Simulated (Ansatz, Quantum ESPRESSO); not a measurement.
# Ni(100), 7 layers: vacuum level and surface dipole, part 4 of 7

How much energy does it take to lift an electron out of Ni(100), 7 layers, and how far do the settings matter?

Quantum ESPRESSO 7.5; plane-wave DFT, PBE, GBRV ultrasoft pseudopotentials; cross-check by Ansatz 0.2.0 with PAW datasets.

So far. Step 6 (Valence density): The density integrates to 126.000 electrons, as the 126 of the input ask. Step 7 (Projected density of states): The atomic orbitals miss 0.2 % of the occupied states; for empty states the projections can miss much more.

## 8. Ground state: open boundaries by the effective screening medium

The effective screening medium with bc1 puts vacuum on both sides and removes the images along the normal. The slab must sit about z = 0, symmetry is kept, and the .esm1 file holds the planar potential.

File esm.in:

```
&control
  prefix = 'esm'
  outdir = './out'
  pseudo_dir = './pseudo'
  calculation = 'scf'
  tprnfor = .true.
/
&system
  ibrav = 0
  nat = 7
  ntyp = 1
  ecutwfc = 40
  ecutrho = 200
  occupations = 'smearing'
  smearing = 'mv'
  degauss = 0.02
  assume_isolated = 'esm'
  esm_bc = 'bc1'
  nspin = 2
  starting_magnetization(1) = 0.12
/
&electrons
  conv_thr = 1e-07
  mixing_beta = 0.4
  electron_maxstep = 120
  mixing_mode = 'local-TF'
/
ATOMIC_SPECIES
  Ni  58.6934  ni_pbe_v1.4.uspp.F.UPF
CELL_PARAMETERS angstrom
  2.48901586977665 0.00000000000000 0.00000000000000
  0.00000000000000 2.48901586977665 0.00000000000000
  0.00000000000000 0.00000000000000 26.56000000000000
ATOMIC_POSITIONS crystal
  Ni  0.000000000000 0.000000000000 -0.196602839200
  Ni  0.500000000000 0.500000000000 -0.132982203000
  Ni  0.000000000000 0.000000000000 -0.066265060200
  Ni  0.500000000000 0.500000000000 0.000000000000
  Ni  0.000000000000 0.000000000000 0.066265060200
  Ni  0.500000000000 0.500000000000 0.132982203000
  Ni  0.000000000000 0.000000000000 0.196602839200
K_POINTS automatic
  12 12 1 0 0 0
```

The run is started by

```console
$ OMP_NUM_THREADS=1 mpirun -n 4 pw.x -nk 4 -in esm.in > esm.out
```

The program printed:

```text
[banner, memory and clock lines left out]
Program PWSCF v.7.5 starts
[citation notice left out]

[...]
Message from routine setup:
[...]
bravais-lattice index     =            0
     lattice parameter (alat)  =       4.7036  a.u.
     unit-cell volume          =    1110.4014 (a.u.)^3
     number of atoms/cell      =            7
     number of atomic types    =            1
     number of electrons       =       126.00
     number of Kohn-Sham states=           76
     kinetic-energy cutoff     =      40.0000  Ry
     charge density cutoff     =     200.0000  Ry
     scf convergence threshold =      1.0E-07
     mixing beta               =       0.4000
     number of iterations used =            8  local-TF  mixing
     Exchange-correlation=  SLA  PW   PBX  PBC
                           (   1   4   3   4   0   0   0)

     Effective Screening Medium Method
     Boundary Conditions: Vacuum-Slab-Vacuum
     total charge in unit cell        =   0.0000
     grid points for fit at edges     =        4

[...]
PseudoPot. # 1 for Ni read from file:
     ./pseudo/ni_pbe_v1.4.uspp.F.UPF
     Pseudo is Ultrasoft + core correction, Zval = 18.0
     Generated by new atomic code, or converted to UPF format
     Using radial grid of  865 points,  6 beta functions with:
                l(1) =   0
                l(2) =   0
                l(3) =   1
                l(4) =   1
                l(5) =   2
                l(6) =   2
     Q(r) pseudized with 10 coefficients,  rinner =    0.980   0.980   0.980
                                                       0.980   0.980

     atomic species   valence    mass     pseudopotential
     Ni               18.00    58.69340     Ni( 1.00)

     Starting magnetic structure
     atomic species   magnetization
     Ni              0.120

     16 Sym. Ops., with inversion, found

[...]
number of k points=    28  Marzari-Vanderbilt smearing, width (Ry)=  0.0200
[...]
Dense  grid:    53125 G-vectors     FFT dimensions: (  24,  24, 225)

     Smooth grid:    38079 G-vectors     FFT dimensions: (  20,  20, 216)

     Check: negative core charge=   -0.000017
     Generating pointlists ...
     new r_m :   0.4044 (alat units)  1.9019 (a.u.) for type    1

     Initial potential from superposition of free atoms

     starting charge     112.0000, renormalised to     126.0000

     negative rho (up, down):  1.483E-03 1.165E-03
     Starting wfcs are   91 randomized atomic wfcs

     per-process dynamical memory:   131.1 Mb

     Self-consistent Calculation

     iteration #  1     ecut=    40.00 Ry     beta= 0.40
     Davidson diagonalization with overlap
     c_bands:  3 eigenvalues not converged
     c_bands:  4 eigenvalues not converged
     c_bands:  3 eigenvalues not converged
     c_bands:  1 eigenvalues not converged
     ethr =  1.00E-02,  avg # of iterations = 35.4

     negative rho (up, down):  3.724E-01 1.350E-01

     total energy              =   -2362.04489823 Ry
     estimated scf accuracy    <    1304.04557199 Ry

     total magnetization       =     2.34 Bohr mag/cell
     absolute magnetization    =     5.13 Bohr mag/cell

     iteration #  2     ecut=    40.00 Ry     beta= 0.40
[...]
c_bands:  1 eigenvalues not converged
     c_bands:  4 eigenvalues not converged
[...]
negative rho (up, down):  2.204E-01 8.262E-02

[...]
total energy              =   -2399.80116523 Ry
     estimated scf accuracy    <      25.12968025 Ry

     total magnetization       =     6.29 Bohr mag/cell
     absolute magnetization    =     6.65 Bohr mag/cell

     iteration #  3     ecut=    40.00 Ry     beta= 0.40
[...]
negative rho (up, down):  9.140E-02 3.977E-02

[...]
total energy              =   -2401.05378484 Ry
     estimated scf accuracy    <       4.30001256 Ry

     total magnetization       =     5.15 Bohr mag/cell
     absolute magnetization    =     6.13 Bohr mag/cell

     iteration #  4     ecut=    40.00 Ry     beta= 0.40
[...]
negative rho (up, down):  7.988E-02 3.584E-02

[...]
total energy              =   -2403.03771289 Ry
     estimated scf accuracy    <      14.39670158 Ry

     total magnetization       =     4.02 Bohr mag/cell
     absolute magnetization    =     4.65 Bohr mag/cell

     iteration #  5     ecut=    40.00 Ry     beta= 0.40
[...]
negative rho (up, down):  6.204E-02 2.917E-02

[...]
total energy              =   -2402.81066235 Ry
     estimated scf accuracy    <       6.47555319 Ry

     total magnetization       =     3.89 Bohr mag/cell
     absolute magnetization    =     4.50 Bohr mag/cell

     iteration #  6     ecut=    40.00 Ry     beta= 0.40
[...]
negative rho (up, down):  3.173E-02 1.918E-02

[...]
total energy              =   -2402.73171566 Ry
     estimated scf accuracy    <       1.68930037 Ry

     total magnetization       =     4.20 Bohr mag/cell
     absolute magnetization    =     4.76 Bohr mag/cell

[...]
iteration # 24     ecut=    40.00 Ry     beta= 0.40
[...]
negative rho (up, down):  5.120E-04 4.192E-04

[...]
total energy              =   -2402.81587378 Ry
     estimated scf accuracy    <       0.00000253 Ry

     total magnetization       =     4.94 Bohr mag/cell
     absolute magnetization    =     5.69 Bohr mag/cell

     iteration # 25     ecut=    40.00 Ry     beta= 0.40
[...]
c_bands:  1 eigenvalues not converged
[...]
negative rho (up, down):  3.299E-04 4.237E-04

[...]
total energy              =   -2402.81592101 Ry
     estimated scf accuracy    <       0.00000084 Ry

     total magnetization       =     4.94 Bohr mag/cell
     absolute magnetization    =     5.69 Bohr mag/cell

     iteration # 26     ecut=    40.00 Ry     beta= 0.40
[...]
negative rho (up, down):  3.099E-04 4.003E-04

[...]
total energy              =   -2402.81575015 Ry
     estimated scf accuracy    <       0.00000023 Ry

     total magnetization       =     4.94 Bohr mag/cell
     absolute magnetization    =     5.69 Bohr mag/cell

     iteration # 27     ecut=    40.00 Ry     beta= 0.40
[...]
negative rho (up, down):  3.149E-04 3.894E-04

     Magnetic moment per site  (integrated on atomic sphere of radius R)
     atom   1 (R=0.404)  charge= 16.5182  magn=  0.8113
     atom   2 (R=0.404)  charge= 16.5983  magn=  0.7407
     atom   3 (R=0.404)  charge= 16.5846  magn=  0.7266
     atom   4 (R=0.404)  charge= 16.5866  magn=  0.7153
     atom   5 (R=0.404)  charge= 16.5846  magn=  0.7266
     atom   6 (R=0.404)  charge= 16.5983  magn=  0.7407
     atom   7 (R=0.404)  charge= 16.5182  magn=  0.8113

[...]
End of self-consistent calculation

 ------ SPIN UP ------------

          k = 0.0000 0.0000 0.0000 (  4777 PWs)   bands (ev):

  -108.7639-108.7638-108.6985-108.6798-108.6672-108.4017-108.4017 -69.1906
   -69.1829 -69.1154 -69.0796 -69.0796 -69.0791 -69.0791 -69.0524 -69.0259
   -69.0259 -68.9879 -68.9877 -68.9877 -68.9677 -68.9677 -68.7923 -68.7923
   -68.7922 -68.7922 -68.6515 -68.6513 -13.8173 -13.1750 -12.1287 -10.8440
    -9.8602  -9.5839  -9.5478  -9.1186  -8.9478  -8.6420  -8.2281  -7.8304
    -7.5603  -7.4370  -7.3561  -7.3561  -7.1861  -7.1861  -6.8590  -6.8590
    -6.8134  -6.6232  -6.4915  -6.4114  -6.4114  -6.3976  -6.2980  -6.2631
    -6.2093  -6.0673  -5.9673  -5.9673  -5.8579  -5.7008  -5.6557  -5.6557
    -5.6087  -5.5674  -5.4867  -5.4867  -5.2884  -3.8204  -2.8860  -0.4834
    -0.0430   0.7441   2.0450   3.4035

          k = 0.0000 0.0833 0.0000 (  4787 PWs)   bands (ev):

  -108.7630-108.7630-108.6973-108.6792-108.6670-108.4010-108.4010 -69.1882
   -69.1819 -69.1184 -69.0899 -69.0843 -69.0785 -69.0781 -69.0567 -69.0270
   -69.0246 -69.0021 -68.9874 -68.9813 -68.9748 -68.9681 -68.7995 -68.7994
   -68.7919 -68.7918 -68.6507 -68.6507 -13.6377 -13.0016 -11.9668 -10.7005
    -9.7388  -9.4829  -9.4388  -9.0599  -8.8948  -8.5992  -8.2018  -7.8234
    -7.5640  -7.3951  -7.3627  -7.3266  -7.2123  -7.1794  -7.0882  -6.9176
    -6.8895  -6.5927  -6.5392  -6.5124  -6.3897  -6.2940  -6.2876  -6.2739
    -6.2682  -6.0822  -6.0684  -6.0515  -5.8086  -5.8059  -5.7919  -5.7798
    -5.6460  -5.6429  -5.5532  -5.4837  -4.8005  -3.4261  -2.4352  -0.3131
     0.1383   0.9121   2.2179   3.5473

[...]
the Fermi energy is    -4.8998 ev

!    total energy              =   -2402.81586648 Ry
     estimated scf accuracy    <       0.00000003 Ry
     smearing contrib. (-TS)   =       0.00070123 Ry
     internal energy E=F+TS    =   -2402.81656771 Ry

     The total energy is F=E-TS. E is the sum of the following terms:
     one-electron contribution =   67707.22614518 Ry
     hartree contribution      =  -33877.47976538 Ry
     xc contribution           =    -248.81825845 Ry
     ewald contribution        =  -35983.74468906 Ry

     total magnetization       =     4.94 Bohr mag/cell
     absolute magnetization    =     5.69 Bohr mag/cell

     convergence has been achieved in  27 iterations

     negative rho (up, down):  3.149E-04 3.894E-04

     Forces acting on atoms (cartesian axes, Ry/au):

     atom    1 type  1   force =     0.00000000    0.00000000   -0.00055124
     atom    2 type  1   force =     0.00000000    0.00000000    0.00048707
     atom    3 type  1   force =     0.00000000    0.00000000    0.00074643
     atom    4 type  1   force =     0.00000000    0.00000000    0.00000000
     atom    5 type  1   force =     0.00000000    0.00000000   -0.00074643
     atom    6 type  1   force =     0.00000000    0.00000000   -0.00048707
     atom    7 type  1   force =     0.00000000    0.00000000    0.00055124

     Total force =     0.001482     Total SCF correction =     0.001037
     SCF correction compared to forces is large: reduce conv_thr to get better values

[...]
```

The job ended after 6.1 min (4 MPI ranks of Arm Neoverse V1, shared host; peak memory 0.83 GiB; 24 min of CPU time).

This step gave:

```
free energy                                                    : -32691.9753 eV
Fermi energy                                                   : -4.900 eV
magnetization                                                  : 4.94 μB
site moments                                                   : 0.8113, 0.7407, 0.7266, 0.7153, 0.7266, 0.7407, 0.8113 μB
vacuum line at the lower end of the cell, over the Fermi level : 4.900 eV
vacuum line at the upper end of the cell, over the Fermi level : 4.900 eV
```

Electrostatic potential energy of an electron; zero at the Fermi level. The potential energy, planar mean by z:

```csv
z (Å),"potential energy, planar mean (eV)"
-13.0,4.90
-12.5,4.90
-12.0,4.90
-11.5,4.90
-11.0,4.90
-10.5,4.90
-10.0,4.90
-9.5,4.90
-9.0,4.90
-8.5,4.89
-8.0,4.86
-7.5,4.78
-7.0,4.47
-6.5,3.38
-6.0,-0.646
-5.5,-15.7
-5.0,-17.5
-4.5,-3.40
-4.0,-9.38
-3.5,-21.2
-3.0,-7.30
-2.5,-2.88
-2.0,-17.3
-1.5,-16.6
-1.0,-2.85
-0.5,-8.22
0.0,-21.5
0.5,-8.22
1.0,-2.85
1.5,-16.6
2.0,-17.3
2.5,-2.88
3.0,-7.30
3.5,-21.2
4.0,-9.38
4.5,-3.40
5.0,-17.5
5.5,-15.7
6.0,-0.646
6.5,3.38
7.0,4.47
7.5,4.78
8.0,4.86
8.5,4.89
9.0,4.90
9.5,4.90
10.0,4.90
10.5,4.90
11.0,4.90
11.5,4.90
12.0,4.90
12.5,4.90
13.0,4.90
```

The vacuum levels are read from the outermost 0.7 Å of the cell on either side.

The run needed 27 iterations to bring the estimated error under 1e-07 Ry; the largest force on any atom, held or free, is 0.02 eV/Å. The cell keeps a moment of 4.9 μB.

The upper level is 4.900 eV against 4.902 eV from the periodic run.

[end of part 4 of 7]

[Logs are printed without paths, hosts, clocks, repeated set-up lines and the standing remarks that a program may print on its own settings, such as how far it seeks lower states.]

[Hosts, paths, dates, database ids (printed as entryN), source tags and the programs' standing remarks are cut or masked in the printed files.]

[Maps of the electrostatic potential energy from Ansatz leave out the sawtooth potential of an applied field or a dipole correction, so their vacuum need not be flat; planar profiles and work functions include it.]
